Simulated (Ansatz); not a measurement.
# Site preference of a vacancy of Ge in glassy 96GeO2-4CaO (mol %) (71 atoms), part 2 of 3

Aim: make a vacancy of Ge at several sites of glassy 96GeO2-4CaO (mol %) (71 atoms), relax each, and compare their energies.

Ansatz 0.2.0; Kohn-Sham DFT, PBE, PAW (set soft_2), plane waves.

The cell: 23 Ge, 1 Ca and 47 O. The quench rate of 500 K/ps far exceeds what a furnace or splat quench reaches. The network of bonds at the start is that of the classical potential that made the cell. The Brillouin zone is sampled at Γ only, in a cell whose shortest periodic width is 10 Å.

So far. Step 2 (Single point at the start): The r.m.s. force at the start is 1.3 eV/Å. Step 3 (Relaxation): The relaxation converged after 12 steps, 9.57 eV below its start, with a largest force component of 0.024 eV/Å.

**4. Single point at the relaxed geometry**

One more single point at the end of the walk gives the fuller output and checks the residual forces.

File input.yaml:

```yaml
crystal:
  lattice:
    - [10.4603, 0.0, 0.0]
    - [0.0, 10.4603, 0.0]
    - [0.0, 0.0, 10.4603]
  atoms:
    - { symbol: Ge, position: [0.52542, 0.60085, 0.65572] }
    - { symbol: Ge, position: [0.39028, 0.53181, 0.37558] }
    - { symbol: Ge, position: [0.0946, 0.19337, 0.11255] }
    - { symbol: Ge, position: [0.78726, 0.09285, 0.42335] }
    - { symbol: Ge, position: [0.59363, 0.12046, 0.18107] }
    - { symbol: Ge, position: [0.95624, 0.79648, 0.76529] }
    [... 59 atom lines left out ...]
    - { symbol: O, position: [0.86161, 0.46531, 0.09897] }
    - { symbol: O, position: [0.98533, 0.50063, 0.32575] }
    - { symbol: O, position: [0.75645, 0.67647, 0.23852] }
    - { symbol: O, position: [0.24551, 0.11743, 0.08084] }
    - { symbol: O, position: [0.94909, 0.63307, 0.71543] }
    - { symbol: O, position: [0.9143, 0.98396, 0.39508] }
kpoints:
  mp_grid: { grid: [1, 1, 1] }
hamiltonian:
  xc: pbe
scf:
  occupations: { method: fixed }
output:
  forces: true
  stress: true
  populations: true
  dos:
    method: { smearing: { sigma: 0.15 } }
    de: 0.1
    projected: { site_lists: { Ca: [Ca], Ge: [Ge], O: [O] } }
  eigenvalues: true
  write_density: true
  write_potential: true
  volumetric_format: npy
  elf: true
```

Run with:

```bash
$ ansatz run input.yaml --threads 4 --pin off --max-ram 8192MiB --backend cpu --events-out ev --progress --plain --runs-dir out
```

The program printed:

```text
[...]
Crystal: 71 atoms, lattice volume = 1144.544 Å³
Basis set: ecut = 420 eV, 22335 PW (Γ), exchange–correlation on 144×144×144 points (8 copies of the dense FFT grid, shifted against one another)
Bands: 378, of which v1, the nominal top of the filled ones, is band 307 counted from 1 (306 counted from 0)
Symmetry: 1 space group operations
[...]
k-points: 1
[...]
SCF iter   1: F=—  HF=-127264.961105 eV  |F-HF|=—  |Δ(HF+E_count)|=         —  Δρ=2.44e-3  dr2=6.54e-2  ethr=1.77e-3  ⟨swp⟩=5.0  Hψ=1232  notcnv=0  defer=69
[...]
SCF iter   9: F=-127264.971424 eV  HF=-127264.971424 eV  |F-HF|=2.42e-8  |Δ(HF+E_count)|=   4.50e-9  Δρ=1.93e-6  dr2=4.18e-8  ethr=1.63e-11  ⟨swp⟩=19.0  Hψ=3131  notcnv=0
SCF 1 converged in 9 iterations: F = -127264.971424 eV  dr2 = 4.18e-8
[...]
WARN: The input density's exchange-correlation potential varies sharply where the density is thin. Do not read a vacuum level from v_tot or v_xc, or from such a field of the output density. On a cell that repeats whose density bears no net charge and no dipole along the vacuum's axis use v_es (v_loc + v_h of the components); [...]
SCF converged after 9 iterations
Free energy (F): -127264.971424 eV
[...]
Internal energy: -127264.971424 eV  (E = F + TS)
E sigma→0 (E₀):  -127264.971424 eV
Fermi energy:    3.036692 eV
[...]
--- Forces (eV/Å), atoms counted from 1 ---
  atom   1  Ge    -0.00153923    -0.00291286     0.00696638
  atom   2  Ge     0.00150930    -0.00456126    -0.00718491
  atom   3  Ge    -0.00208436     0.00632689    -0.00247696
  atom   4  Ge    -0.00128224     0.00187442    -0.00349654
  atom   5  Ge     0.00928589    -0.00926190    -0.00105723
  atom   6  Ge    -0.00238914     0.00412089     0.00297329
  atom   7  Ge    -0.00458386    -0.00033166    -0.00849689
  atom   8  Ge    -0.00776768     0.01128397     0.00315447
  atom   9  Ge     0.00866430    -0.00320662    -0.00139209
  atom  10  Ge    -0.01029783    -0.01238805    -0.02223192
  atom  11  Ge     0.00387856     0.00406194     0.00038109
  atom  12  Ge    -0.00434675     0.00110537    -0.00455023
  atom  13  Ge     0.00440917    -0.00696762     0.01407010
  atom  14  Ge     0.00237065     0.00516073     0.00481706
[...]
atom  70  O     -0.00117408     0.00849409    -0.00135749
  atom  71  O      0.00170526     0.00146872    -0.00013033
  max |Σ_I F_I| component: 5.57e-5 eV/Å
--- Stress (GPa, compression-positive) ---
       -2.532883      -0.478110      -0.768670
       -0.478110      -1.853066       0.402026
       -0.768670       0.402026      -2.304667
  P = ⅓ Tr σ = -2.2302 GPa (-22.302 kbar)
--- Band table (eV) ---
[...]
--- Löwdin populations: 71 sites ---
  site symbol       q [e]
     0     Ge     12.3885
     1     Ge     12.4083
     2     Ge     12.4117
[...]
70      O      6.7309
  spilling = 0.005491 (of n_electrons = 614.000000)
```

The job ended after 18 s (4 threads of Arm Neoverse V1, shared host; peak memory 1.5 GiB).

The program notes that the exchange-correlation potential is rough where the density is thin.

Numbers from this run:

* free energy: -127264.9714 eV
* free energy per atom: -1792.4644 eV/atom
* SCF cycles: 9
* pressure: -2.23 GPa
* r.m.s. force component: 0.00498 eV/Å
* longest force: 0.02745 eV/Å
* Fermi energy: 3.037 eV
* gap (highest filled to lowest empty level): 1.911 eV
* spilling of the projection: 0.005491

Löwdin charges by element and coordination (they lack the spilled electrons, 0.047 e an atom on average):

```tsv
element	coordination	atoms	mean charge (e)	spread	least	most
Ca	all	1	1.81	0	1.81	1.81
Ge	all	23	1.58	0.0216	1.53	1.61
O	all	47	-0.741	0.0353	-0.927	-0.71
```

States in the cell by windows of 1 eV, zero at the Fermi level; the larger projections on atomic orbitals stand beside the total:

```tsv
from (eV)	to (eV)	total	O p	Ge p	Ge s
-10	-9	9.0	5.0	0.3	3.3
-9	-8	10.4	5.8	0.5	3.3
-8	-7	12.8	7.5	1.0	3.2
-7	-6	11.4	7.1	1.3	2.1
-6	-5	22.4	16.3	5.3	0.2
-5	-4	28.3	21.0	6.0	0.3
-4	-3	25.1	19.7	3.1	0.3
-3	-2	52.0	46.2	3.1	0.3
-2	-1	83.4	79.9	1.4	0.2
-1	0	25.6	24.8	0.3	0.0
0	1	1.6	1.5	0.0	0.0
1	2	1.6	0.3	0.0	0.9
2	3	0.4	0.1	0.0	0.2
3	4	9.9	2.6	1.2	4.4
4	5	12.9	3.5	2.0	5.2
```

With fixed occupations the program's Fermi level is the highest filled level; weight inside the gap is the broadening of levels at its edges.

Between -26 and -10 eV lie 330 more states.

The levels nearest the highest filled one (over half full), pooled over k-points and spins:

```tsv
level less the highest filled one (eV)	occupation
-0.677	2
-0.652	2
-0.563	2
-0.445	2
-0.0435	2
0	2
1.91	0
3.29	0
3.55	0
3.61	0
3.86	0
3.97	0
```

Electrostatic potential energy in the ab plane at fractional z = 0.744, with atoms of Ge and Ca and O within 0.2 Å of it. With pseudopotentials it is smooth inside the atoms' cores, unlike the true potential.

Ten even steps from '0' (-39 eV) to '9' (11 eV), each cell a mean:
```
99999999998544530154101378999
99999999986201266787544688888
78999999985100258998862258766
47899999986322478999950016422
25899999998765689999973145200
36899999999951159999999886311
68999999999940038999999998644
79999999999984368999999998634
69999999999998767899999998401
89999999999988656789999999634
99999999999998777899999999988
78899999999998557999999999987
35789999999884003999999999853
01689976787674004999999998610
01589987752125568999999998510
14789998731013789999999998741
67889999741014799999999999876
88899999875457899999999999988
99999999988888999999999999999
99999999999999999999999999999
99999999999999999999989999999
99999999999999999998766889999
99999999999999974576322589999
99999999999888720044100378999
```
Columns run along a (10.5 Å; values clipped at the 3rd and 97th percentile), rows up along b (10.5 Å). Atoms in or near the plane, at fractional coordinates: Ge at (0.39, 0.34), Ge at (0.44, 0.90), Ge at (0.74, 0.00), Ca at (0.99, 0.40), O at (0.51, 0.45), O at (0.79, 0.84), O at (0.57, 0.00), O at (0.48, 0.73).

ELF in the ab plane at fractional z = 0.744, with atoms of Ge and Ca and O within 0.2 Å of it. It is the smooth field of the valence electrons, not physical close to the nuclei.

Ten even steps from '0' (0.00) to '9' (0.86), each cell a mean:
```
33210001233222587784101221001
44320000122200268863235653113
44320000012100133311378886323
33210000011212321001597487311
12100000001357764101699885200
22100000013797797300268752211
42100000015897697300012112455
74100000013788875200000015888
96200000001245432110000038988
96200000000011222110000027999
52000012100023443100000002577
10001466410157887410002210011
86202799731268779720035641158
99503899852258779830147761399
99603888642126888720146641499
98401565320002344200024420389
63000111121012110000001110046
00000000122221100000000000000
00000000111111000000000000000
00000000000000000000000000000
00000000000000012200001111100
00000000000000367631112222100
00000000111001699973211222100
01100001232212786784100221000
```
Columns run along a (10.5 Å), rows up along b (10.5 Å). Atoms in or near the plane, at fractional coordinates: Ge at (0.39, 0.34), Ge at (0.44, 0.90), Ge at (0.74, 0.00), Ca at (0.99, 0.40), O at (0.51, 0.45), O at (0.79, 0.84), O at (0.57, 0.00), O at (0.48, 0.73).

Filled and empty levels are parted by 1.91 eV (at Γ alone); a semilocal functional tends to put such gaps too low. In a disordered cell it changes from sample to sample, and tail or defect levels can set it. Mean Löwdin charges: Ca +1.81, Ge +1.58, O -0.74 e (they miss 0.55 % of the electrons, so they add up to more than the cell's charge). The largest share in the top eV of filled states is O p (98 % of the projected weight), and in the lowest eV of empty states Ge s (53 % of the projected weight).

**5. Vacancy of Ge, site Ge22**

The site has 4 bonded neighbours (O4) at 1.84 Å on average, by cutoffs that count no bonds between two metal atoms or like ions. The change is made in the relaxed cell and the atoms are relaxed again, with spin allowed.

File input.yaml:

```yaml
crystal:
  lattice:
    - [10.4603, 0.0, 0.0]
    - [0.0, 10.4603, 0.0]
    - [0.0, 0.0, 10.4603]
  atoms:
    [... atom lines 1 to 18 left out ...]
    - { symbol: Ge, position: [0.25054, 0.26239, 0.48257] }
    - { symbol: Ge, position: [0.84697, 0.60143, 0.57511] }
    - { symbol: Ge, position: [0.74963, 0.48906, 0.97134] }
    - { symbol: Ge, position: [0.99544, 0.86356, 0.48259] }
    - { symbol: Ca, position: [0.98934, 0.39968, 0.74443] }
    - { symbol: O, position: [0.13084, 0.58197, 0.95709] }
    - { symbol: O, position: [0.75218, 0.90772, 0.08037] }
    [... atom lines 26 to 70 left out ...]
magnetization:
  spin_polarized: true
kpoints:
  mp_grid: { grid: [1, 1, 1] }
hamiltonian:
  xc: pbe
scf:
  occupations: { method: fermi_dirac, width: 0.025 }
  lower_state_search: "off"
output:
  forces: true
  eigenvalues: true
relax:
  f_tol: 0.05
  max_steps: 90
```

The program printed:

```text
Engine: ansatz 0.2.0, aarch64-unknown-linux-gnu
Pseudopotentials: kind: paw
Pseudopotential: Ge, paw, valence charge 14, recommended cutoff 420 eV (normal), Ge.paw.azcp
Pseudopotential: Ca, paw, valence charge 10, recommended cutoff 420 eV (normal), Ca.paw.azcp
Pseudopotential: O, paw, valence charge 6, recommended cutoff 420 eV (normal), O.paw.azcp
[... 5 lines on functional and potentials left out ...]
Crystal: 70 atoms, lattice volume = 1144.544 Å³
Basis set: ecut = 420 eV, 22335 PW (Γ), exchange–correlation on 144×144×144 points (8 copies of the dense FFT grid, shifted against one another)
Bands: 372, of which v1, the nominal top of the filled ones, is band 300 counted from 1 (299 counted from 0)
Symmetry: 1 space group operations
Space group: P1 (ITA 1), of the structure as read, at distance tolerance 1.0e-4 Å
Magnetic group: BNS 1.1 (UNI 1), of the structure as read, at distance tolerance 1.0e-4 Å
k-points: 1
[... 7 lines on functional and potentials left out ...]
Initial density: superposition of atomic densities (chi_scale 0.1, normalization cell, long waves kept (reshape's long-wave potential 0.44 eV rms))
Starting moments: Σ|m| = 2.4 μB on 4 of 70 sites
Initial wavefunctions: pseudopotential atomic-orbital guess
Functional: x = pbe(κ = 0.804, μ = 0.219515), c = pbe(β = 0.066725)
SCF iter   1: F=—  HF=-122979.828810 eV  |F-HF|=—  |Δ(HF+E_count)|=         —  Δρ=5.14e-2 (↑4.36e-2 ↓5.14e-2)  dr2=8.49e1  dr2_m=2.25e0  M=4.000 μB ∫|m|=4.200 μB  β_m=0.30  ethr=3.10e-3  ⟨swp⟩=7.5  Hψ=3151  notcnv=0  defer=61
preconditioner: auto → Resta (q_TF=auto, 2.450 Å⁻¹)  ε∞=2.7  [insulator: Δε(μ)=0.407 eV  Ē_g=20.878 eV  σ=0.025 eV  W_gap=1.00  n_scr=256 (ndim 8)  ℏωp=26.8 eV  f_vac=0.186  D(μ)=0.03/eV (n_scr^D=0)  ε∞_Penn≈2.7]
spin=Collinear: Resta preconditioning applied to the charge; magnetization (m = ρ↑ − ρ↓) channel mixes plain (no charge-response kernel on spin).
SCF iter   2: F=—  HF=-122966.934584 eV  |F-HF|=—  |Δ(HF+E_count)|=    1.29e1  Δρ=4.61e-2 (↑4.05e-2 ↓4.61e-2)  dr2=1.03e2  dr2_m=1.21e0  M=0.313 μB ∫|m|=0.899 μB  β_m=0.30  ethr=3.10e-3  ⟨swp⟩=2.0  Hψ=1246  notcnv=0  defer=132
SCF iter   3: F=—  HF=-122967.634983 eV  |F-HF|=—  |Δ(HF+E_count)|=   7.00e-1  Δρ=3.95e-2 (↑2.58e-2 ↓3.95e-2)  dr2=4.58e1  dr2_m=1.96e0  M=4.000 μB ∫|m|=4.103 μB  β_m=0.30  ethr=3.10e-3  ⟨swp⟩=3.0  Hψ=1261  notcnv=0  defer=127
SCF iter   4: F=—  HF=-122963.429362 eV  |F-HF|=—  |Δ(HF+E_count)|=    4.21e0  Δρ=3.05e-2 (↑1.67e-2 ↓3.05e-2)  dr2=2.73e1  dr2_m=1.29e0  M=3.826 μB ∫|m|=3.958 μB  β_m=0.30  ethr=3.10e-3  ⟨swp⟩=2.0  Hψ=1240  notcnv=0  defer=132
SCF iter   5: F=—  HF=-122961.912170 eV  |F-HF|=—  |Δ(HF+E_count)|=    1.52e0  Δρ=3.05e-2 (↑1.31e-2 ↓3.05e-2)  dr2=2.71e1  dr2_m=1.64e0  M=4.000 μB ∫|m|=4.193 μB  β_m=0.30  ethr=3.10e-3  ⟨swp⟩=3.0  Hψ=929  notcnv=0  defer=132
[...]
relax step  30: F+E_penalty+E_count = -122960.21149732 eV  Δ(F+E_penalty+E_count) = -3.494e-2 eV  max|allowed force component| = 5.127e-1 eV/Å  Δτ_max = 0.1959 Å  (24 SCF iters, dr2 threshold 1.00e-4 eV, accepted)
[...]
spin=Collinear: Resta preconditioning applied to the charge; magnetization (m = ρ↑ − ρ↓) channel mixes plain (no charge-response kernel on spin).
[...]
Step cancelled. What follows is not a result of the run: it is the report of the last solve that finished, which converged after 24 SCF iterations.
Magnetization: 4.0000 μB (302.0000 up, 298.0000 down)
Absolute magnetization: 4.3048 μB (∫|ρ↑−ρ↓|, with the PAW one-centre terms)
Spin contamination: 0.0149 ħ² per cell (⟨S²⟩ above its minimum at these occupations)
Per-site moments (μB) at R_I (Å): [(-7.579271e-5, 0.723433), (1.980891e-5, 0.723593), (-0.00363477, 0.722432), (-0.00447577, 0.728415), (-0.000245351, 0.725742), [...]
Free energy (F): -122960.211497 eV
Harris-Foulkes:  -122960.211499 eV  (|F-HF|=1.43e-6)
Internal energy: -122960.181239 eV  (E = F + TS)
E sigma→0 (E₀):  -122960.196368 eV
Entropy (-TS):   -0.030259 eV (-0.432 meV/atom)
Fermi energy:    2.403273 eV
--- Per-component energies (eV) ---
  E_band       = -6430.052466
  E_kinetic    = 10907.766615
  E_local      = -94926.350763  (includes V_loc(G=0)·N_el)
  E_nonlocal   = 11683.414194
  E_hartree    = 40352.163286
  E_xc         = -5208.330957
  E_vxc        = -5944.258332  (∫ρ·V_xc dr)
  E_paw        = -52866.209942  (= ΣΔE_a)
  E_vpaw       = -8855.035676  (= ΣTr[D̂ρ^β])
  E_aug_tail   = 0.118774  (compensation charges beyond the density's cutoff)
  E_ewald      = -32902.752445
  E_smearing   = -0.030259  (= −TS)
  E_closure    = 0.000000  (closes the sum)
  Σ components = -122960.211497   (vs F -122960.211497, Δ=0.00e0)
--- Forces (eV/Å), atoms counted from 1 ---
  atom   1  Ge     0.00234801     0.01228043     0.00877210
  atom   2  Ge     0.02557713     0.01969425     0.00170534
  atom   3  Ge    -0.02824093    -0.01349818     0.01898962
  atom   4  Ge     0.16414216     0.51268818     0.02731842
  atom   5  Ge    -0.00193583     0.00942445     0.03476314
  atom   6  Ge     0.00779292     0.04235529    -0.02016941
  atom   7  Ge     0.01424422    -0.02539996     0.04620124
  atom   8  Ge    -0.00147998    -0.01456850     0.01312441
[...]
atom  13  Ge     0.00571013    -0.00529375     0.03673810
  atom  14  Ge     0.00604664     0.00239962     0.01149048
[...]
atom  69  O      0.00690814     0.02658997    -0.00783363
  atom  70  O     -0.08950507    -0.05693247     0.08066812
  max |Σ_I F_I| component: 2.05e-3 eV/Å
--- Band table (eV) ---
  k-point 0 ↑: bands = ["-35.6455", "-21.8614", "-21.8301", "-21.8075", [... 356 levels ...], "11.5681", "11.6278", "11.6816", "11.7077", "11.7393", "11.7975", "11.8598", "11.8688", "11.9491", "12.0321", "12.0724", "12.0862"]
  k-point 0 ↓: bands = ["-35.6530", "-21.8612", "-21.8299", "-21.8072", [... 356 levels ...], "11.5931", "11.6548", "11.6971", "11.7400", "11.7611", "11.8225", "11.8937", "11.8997", "11.9814", "12.0534", "12.0981", "12.1005"]
End of that report.
Error: SIGTERM received: cancelled by the caller after 16 completed SCF iterations
```

Wall time 22 min (4 threads); peak memory 2.4 GiB.

The relaxation was stopped at its limit after 30 steps, 1.77 eV below its start, with a largest force component of 0.51 eV/Å.

Local excerpt of 12 atoms (numbers count through the whole input) about the place of the removed atom, after relaxation; x, y, z are measured from there.

```tsv
atom	x	y	z	distance (Å)	bonds
O46	-1.94	-0.98	-0.09	2.18	1
O66	-0.79	2.06	-0.01	2.20	2
O52	1.17	-1.11	-1.85	2.45	1
O27	-1.38	1.02	2.18	2.77	2
O28	1.54	-0.41	2.28	2.78	2
O54	3.14	0.51	0.02	3.18	2
Ge19	2.94	-0.73	1.30	3.29	4
O65	-1.44	1.38	-2.64	3.31	2
Ge11	-1.06	2.78	-1.59	3.38	4
O70	-0.40	-3.38	0.13	3.41	2
Ge4	-2.06	-2.76	0.24	3.45	4
Ge20	-1.32	2.79	1.59	3.47	5
```

The largest move is 1.21 Å, by O66.

**6. Vacancy of Ge, site Ge1**

The site has 4 bonded neighbours (O4) at 1.78 Å on average. 

Input and log are left out; they have the form of those shown for this kind of step.

It took 9.6 min on 4 threads of Arm Neoverse V1, shared host; peak memory 2.4 GiB; 38 min of CPU time.

The relaxation converged after 12 steps, 0.787 eV below its start, with a largest force component of 0.029 eV/Å.

The surroundings of the place of the removed atom, after relaxation, nearest first, numbered as they follow in the input and with coordinates relative to it.

```tsv
atom	x	y	z	distance (Å)	bonds	moment (μB)
O31	-0.42	-0.51	-1.15	1.33	1	0.67
O61	1.86	0.50	-0.55	2.01	1	0.69
O36	-0.18	-1.93	0.52	2.01	1	0.62
O53	-1.46	1.54	1.22	2.45	1	0.68
Ge1	-1.12	-0.86	-2.75	3.09	4	0.00
Ge7	-1.55	-2.91	1.06	3.47	4	0.00
Ge9	-1.17	3.26	0.88	3.57	4	0.00
Ge19	3.56	0.11	-0.94	3.68	4	0.00
O50	-2.96	-1.89	1.55	3.83	3	0.01
O44	2.89	2.43	0.83	3.87	2	0.05
```

The largest move is 0.97 Å, by O53.

(Part 2 of 3 ends here.)

[Long decimals in the printed logs are rounded to 6 places.]

[Logs are printed without paths, hosts, clocks, repeated set-up lines and the standing remarks that a program may print on its own settings, such as how far it seeks lower states.]

[Hosts, paths, dates, database ids (printed as entryN), source tags and the programs' standing remarks are cut or masked in the printed files.]
